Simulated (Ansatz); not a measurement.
# A frame of liquid dimethyl carbonate from 300 K (108 atoms): geometry optimisation

Wanted: the relaxed structure of a frame of liquid dimethyl carbonate from 300 K (108 atoms) and its electronic structure.

Main program and level: Ansatz 0.2.0; Kohn-Sham DFT, r2SCAN+D3(BJ), PAW (set soft_2), plane waves.

Most raw output is cut from this account.

## 1. The structure

The cell holds 108 atoms: 27 C, 27 O and 54 H. Its edges and angles: a = 10.785 Å, b = 10.785 Å, c = 10.785 Å, α = 90.0°, β = 90.0°, γ = 90.0°. 9 dimethyl carbonate placed at random, at 1.07 g/cm³; overlaps pushed apart, then 10 ps at 400 K with MMFF94 bonds, angles, torsions, charges and radii (Halgren, J. Comput. Chem. 17, 490 (1996)) in harmonic and 12-6 forms. Snapshot after 20 ps at 300 K and fixed volume. The density is a measured one.

What the set-up can't give: The network of contacts between molecules at the start is that of the classical potential that made the cell. The Brillouin zone is sampled at Γ only, in a cell whose shortest periodic width is 11 Å.

## 2. Single point at the start

The forces at the start show how far the geometry lies from a minimum of this functional.

File input.yaml:

```yaml
crystal:
  lattice:
    - [10.78542, 0.0, 0.0]
    - [0.0, 10.78542, 0.0]
    - [0.0, 0.0, 10.78542]
  atoms:
    - { symbol: C, position: [0.86534, 0.1232, 0.71222] }
    - { symbol: O, position: [0.80217, 0.13494, 0.83102] }
    - { symbol: C, position: [0.7561, 0.02363, 0.86591] }
    - { symbol: O, position: [0.77639, 0.92646, 0.81591] }
    - { symbol: O, position: [0.69196, 0.04489, 0.97008] }
    - { symbol: C, position: [0.65372, 0.93719, 0.03303] }
    - { symbol: H, position: [0.92734, 0.20807, 0.71963] }
    - { symbol: H, position: [0.79923, 0.12247, 0.63361] }
    - { symbol: H, position: [0.92628, 0.04057, 0.70929] }
    - { symbol: H, position: [0.73356, 0.88122, 0.04803] }
    - { symbol: H, position: [0.60605, 0.94344, 0.12267] }
    - { symbol: H, position: [0.5877, 0.89067, 0.97945] }
    - { symbol: C, position: [0.34563, 0.20015, 0.18643] }
    - { symbol: O, position: [0.25984, 0.18747, 0.0824] }
    - { symbol: C, position: [0.18776, 0.08575, 0.09874] }
    - { symbol: O, position: [0.2014, 0.02162, 0.19015] }
    - { symbol: O, position: [0.10369, 0.07016, 0.00352] }
    - { symbol: C, position: [0.05789, 0.94965, 0.01492] }
    - { symbol: H, position: [0.40207, 0.28264, 0.17055] }
    - { symbol: H, position: [0.4184, 0.1286, 0.18731] }
    - { symbol: H, position: [0.29747, 0.20588, 0.27099] }
    - { symbol: H, position: [0.99597, 0.93317, 0.93043] }
    - { symbol: H, position: [0.13649, 0.88825, 0.01412] }
    - { symbol: H, position: [0.00951, 0.94728, 0.09756] }
    - { symbol: C, position: [0.95487, 0.63772, 0.04358] }
    - { symbol: O, position: [0.91768, 0.71784, 0.13715] }
    - { symbol: C, position: [0.96015, 0.66768, 0.25258] }
    - { symbol: O, position: [0.01558, 0.5659, 0.26346] }
    - { symbol: O, position: [0.9335, 0.74695, 0.34399] }
    - { symbol: C, position: [0.95407, 0.69678, 0.45867] }
    - { symbol: H, position: [0.93048, 0.53944, 0.06241] }
    - { symbol: H, position: [0.05347, 0.65389, 0.02479] }
    - { symbol: H, position: [0.89958, 0.66712, 0.96061] }
    - { symbol: H, position: [0.91742, 0.59754, 0.46756] }
    - { symbol: H, position: [0.0512, 0.68451, 0.47035] }
    - { symbol: H, position: [0.91033, 0.75634, 0.52752] }
    - { symbol: C, position: [0.66145, 0.40521, 0.42466] }
    - { symbol: O, position: [0.56126, 0.43707, 0.33659] }
    - { symbol: C, position: [0.58762, 0.546, 0.28024] }
    - { symbol: O, position: [0.67315, 0.61644, 0.30914] }
    - { symbol: O, position: [0.5085, 0.55172, 0.18408] }
    - { symbol: C, position: [0.55708, 0.63974, 0.09108] }
    - { symbol: H, position: [0.74801, 0.41648, 0.37185] }
    - { symbol: H, position: [0.65856, 0.31222, 0.45336] }
    - { symbol: H, position: [0.64506, 0.46689, 0.50064] }
    - { symbol: H, position: [0.5443, 0.59921, 0.00511] }
    - { symbol: H, position: [0.51027, 0.72838, 0.10052] }
    - { symbol: H, position: [0.65527, 0.65654, 0.09425] }
    - { symbol: C, position: [0.43793, 0.10654, 0.70004] }
    - { symbol: O, position: [0.41767, 0.19073, 0.60191] }
    - { symbol: C, position: [0.30159, 0.19607, 0.57424] }
    - { symbol: O, position: [0.22401, 0.11805, 0.60157] }
    - { symbol: O, position: [0.2775, 0.30163, 0.51097] }
    - { symbol: C, position: [0.14942, 0.3227, 0.48839] }
    - { symbol: H, position: [0.5382, 0.09249, 0.72794] }
    - { symbol: H, position: [0.41236, 0.01666, 0.66886] }
    - { symbol: H, position: [0.37811, 0.13035, 0.78048] }
    - { symbol: H, position: [0.07794, 0.27439, 0.54546] }
    - { symbol: H, position: [0.13203, 0.42572, 0.49522] }
    - { symbol: H, position: [0.12938, 0.29676, 0.3961] }
    - { symbol: C, position: [0.31316, 0.79324, 0.32239] }
    - { symbol: O, position: [0.33523, 0.69526, 0.41543] }
    - { symbol: C, position: [0.42858, 0.73071, 0.49878] }
    - { symbol: O, position: [0.49315, 0.82653, 0.49655] }
    - { symbol: O, position: [0.44869, 0.6375, 0.58716] }
    - { symbol: C, position: [0.54765, 0.65662, 0.66944] }
    - { symbol: H, position: [0.39844, 0.82332, 0.27504] }
    - { symbol: H, position: [0.26532, 0.87163, 0.37041] }
    - { symbol: H, position: [0.24637, 0.76984, 0.25542] }
    - { symbol: H, position: [0.52892, 0.59223, 0.74048] }
    - { symbol: H, position: [0.63003, 0.61923, 0.61469] }
    - { symbol: H, position: [0.5494, 0.7516, 0.70544] }
    - { symbol: C, position: [0.74909, 0.98702, 0.44944] }
    - { symbol: O, position: [0.85152, 0.05052, 0.39155] }
    - { symbol: C, position: [0.81352, 0.13456, 0.30801] }
    - { symbol: O, position: [0.71207, 0.13554, 0.25504] }
    - { symbol: O, position: [0.90321, 0.20825, 0.28046] }
    - { symbol: C, position: [0.88957, 0.2687, 0.16225] }
    [... 24 atom lines left out ...]
    - { symbol: H, position: [0.87786, 0.55174, 0.65974] }
    - { symbol: H, position: [0.93098, 0.45874, 0.78972] }
    - { symbol: H, position: [0.82656, 0.58762, 0.8087] }
    - { symbol: H, position: [0.50222, 0.20023, 0.95364] }
    - { symbol: H, position: [0.63173, 0.26677, 0.0265] }
    - { symbol: H, position: [0.48086, 0.3569, 0.99859] }
kpoints:
  mp_grid: { grid: [1, 1, 1] }
hamiltonian:
  xc: r2scan
  dispersion: d3bj
scf:
  occupations: { method: fixed }
output:
  forces: true
  stress: true
  populations: true
  dos:
    method: { smearing: { sigma: 0.08 } }
    de: 0.1
    projected: { site_lists: { C: [C], H: [H], O: [O] } }
  eigenvalues: true
```

Started as:

```
> ansatz run input.yaml --threads 4 --pin off --max-ram 8192MiB --backend cpu --events-out ev --progress --plain --runs-dir out
```

Wall time 13 s (4 threads of AMD EPYC 9R45, shared host); peak memory 3 GiB.

Notices of the run: dispersion damping borrowed.

Read from the output:

* free energy: -22994.9201 eV
* free energy per atom: -212.9159 eV/atom
* SCF cycles: 10
* pressure: -1.387 GPa
* r.m.s. force component: 1.035 eV/Å
* longest force: 4.21 eV/Å
* Fermi energy: -2.233 eV
* gap (highest filled to lowest empty level): 5.972 eV
* spilling of the projection: 0.01407

The r.m.s. force component of 1.0 eV/Å and the pressure of -1.4 GPa set the starting point.

Neighbours are counted within 1.34 Å (H-C), 1.73 Å (C-O).

Length of the force by element and coordination:

```
element  coordination  atoms  mean length of the force (eV/Å)  spread  least  most
      C           all     27                             2.04   0.600   1.20  3.31
      C             3      9                             1.84   0.633   1.25  3.11
      C             4     18                             2.13   0.558   1.20  3.31
      H           all     54                             1.10   0.474  0.233  2.25
      O           all     27                             2.09    1.07  0.643  4.21
      O             1      9                             1.93    1.03  0.648  3.83
      O             2     18                             2.17    1.08  0.643  4.21
```

## 3. Relaxation

The atoms are relaxed in the fixed cell, aiming at the force tolerance of the input.

input.yaml, the sections that differ from step 2:

```yaml
output:
  forces: true
relax:
  f_tol: 0.05
  max_steps: 200
# crystal, kpoints, hamiltonian, scf: as in step 2
```

The job ended after 3.3 min (4 threads; peak memory 3 GiB; 13 min of CPU time).

Relaxation path (22 of 27):

```
step  energy less that of the first step (eV)  largest force component (eV/Å)
   1                                   0.0000                          4.0873
   2                                  -4.0685                          1.8782
   3                                  -4.7173                          1.1705
   5                                  -5.3042                          0.3669
   6                                  -5.3991                          0.3433
   7                                  -5.4652                          0.3132
   8                                  -5.5146                          0.3672
  10                                  -5.5827                          0.4300
  11                                  -5.6110                          0.3743
  12                                  -5.6350                          0.2809
  13                                  -5.6508                          0.2878
  15                                  -5.6773                          0.3091
  16                                  -5.6896                          0.3963
  17                                  -5.6979                          0.4549
  18                                  -5.7054                          0.3318
  20                                  -5.7185                          0.0882
  21                                  -5.7193                          0.2649
  22                                  -5.7255                          0.1046
  23                                  -5.7281                          0.0412
  25                                  -5.7329                          0.1059
  26                                  -5.7344                          0.0500
  27                                  -5.7352                          0.0295
```

The atoms that moved most (Å):

```
atom      dx      dy      dz  length
 H91   0.081  -1.405  -1.433   2.009
 H59  -0.440  -1.101  -1.463   1.883
 H60  -0.395  -1.489  -0.176   1.550
  H8   1.452  -0.494   0.135   1.540
  H9   1.096   0.568   0.769   1.455
 H79  -1.066  -0.344  -0.690   1.316
 H92  -0.529  -0.994   0.401   1.195
 H43  -0.308  -0.340   1.094   1.186
```

The relaxation changed the energy by -53.1 meV/atom, and atoms moved by 0.80 Å r.m.s., 2.0 Å at most.

## 4. Distances and neighbours after relaxation

Bonds before and after, by the cutoffs listed below:

```
pair  bonds before  bonds after  mean before (Å)  mean after (Å)  spread before (Å)  spread after (Å)
 H-C            54           54            1.092           1.087              0.030             0.002
 C-O            45           45            1.359           1.352              0.080             0.086
```

Density 1.07 g/cm³, 11.62 Å³ an atom.

Pair distribution functions g(r), in bins of 0.2 Å:

```
r (Å)  total   H-H    H-C   H-O   C-C    C-O   O-O
 1.00   4.00  0.00  16.00  0.00  0.00   0.00  0.00
 1.20   0.52  0.00   0.00  0.00  0.00   4.11  0.00
 1.40   1.64  0.00   0.00  0.00  0.00  13.05  0.00
 1.60   0.00  0.00   0.00  0.00  0.00   0.00  0.00
 1.80   1.47  5.85   0.00  0.00  0.00   0.00  0.00
 2.00   1.09  0.00   0.00  4.37  0.00   0.00  0.00
 2.20   0.46  0.00   0.00  0.00  0.00   0.00  7.37
 2.40   0.40  0.24   0.00  0.24  4.56   0.00  0.00
 2.60   1.26  0.49   1.73  1.95  0.00   1.74  0.00
 2.80   0.75  1.14   0.22  1.64  0.00   0.00  0.00
 3.00   0.59  0.95   0.52  0.68  0.00   0.37  0.00
 3.20   0.78  0.70   1.45  0.54  0.00   0.54  0.66
 3.40   0.90  0.80   0.95  0.83  0.35   1.73  0.34
 3.60   0.92  0.88   1.46  0.55  0.41   1.07  0.63
 3.80   1.24  0.83   1.38  1.90  1.41   0.72  0.58
 4.00   0.91  0.93   0.84  0.90  1.86   0.81  0.43
 4.20   1.08  1.07   0.80  1.58  1.47   0.65  0.78
 4.40   1.12  1.08   1.13  1.08  1.06   1.19  1.40
 4.60   1.06  1.12   0.92  1.05  2.11   0.49  1.43
 4.80   1.15  1.26   1.41  0.92  0.90   0.94  1.31
 5.00   1.11  1.07   1.31  0.94  0.82   1.40  0.93
 5.20   1.00  1.05   0.97  0.93  0.86   1.31  0.80
```

Bonds by pair of elements; cutoffs follow the first minimum of g(r), held within bounds set by covalent radii, and pairs that aren't listed don't count as bonded:

```
pair A-B  cutoff (Å)  bonds  mean length (Å)  spread (Å)  shortest (Å)  B about A  A about B
     H-C        1.34     54             1.09       0.002          1.08          1          2
     C-O        1.73     45             1.35       0.086          1.21       1.67       1.67
```

How many atoms have how many bonded neighbours:

```
element  mean   1   2  3   4
      C  3.67   0   0  9  18
      H     1  54   0  0   0
      O  1.67   9  18  0   0
```

Bond angles, per cent of each kind in bins of 5°:

```
angle (°)  H-C-H  H-C-O  O-C-O  C-O-C
  100–105    0.0    1.8    0.0    0.0
  105–110   22.2   42.6   33.3    0.0
  110–115   77.8   55.6    0.0   94.4
  115–120    0.0    0.0    0.0    5.6
  120–125    0.0    0.0    0.0    0.0
  125–130    0.0    0.0   66.7    0.0
```

Bond angles (no mean is given where the spread exceeds 20°):

```
angle  count  mean (°)  spread (°)
H-C-H     54       110         0.5
H-C-O     54       109         2.3
O-C-O     27       120         8.5
C-O-C     18       114         0.3
```

Bond length by coordination (bonds to H left out):

```
element  coordination  atoms  mean bond length (Å)
      C             3      9                  1.29
      C             4     18                  1.44
      O             1      9                  1.21
      O             2     18                  1.39
```

With the cutoffs above, 67 % of C atoms have 4, all H atoms have 1 and 67 % of O atoms have 2 bonded neighbours. The H-C-H angle averages 110° with a spread of 0.5°.

(Continued in part 2 of 2.)

[Logs are printed without paths, hosts, clocks, repeated set-up lines and the standing remarks that a program may print on its own settings, such as how far it seeks lower states.]

[Hosts, paths, dates, database ids (printed as entryN), source tags and the programs' standing remarks are cut or masked in the printed files.]

[The MMFF94 radii named for the starting cell were scaled by 0.96; in molecules described by MMFF94, hydrogen bound to N, O or S took a small fixed 12-6 site in their place.]
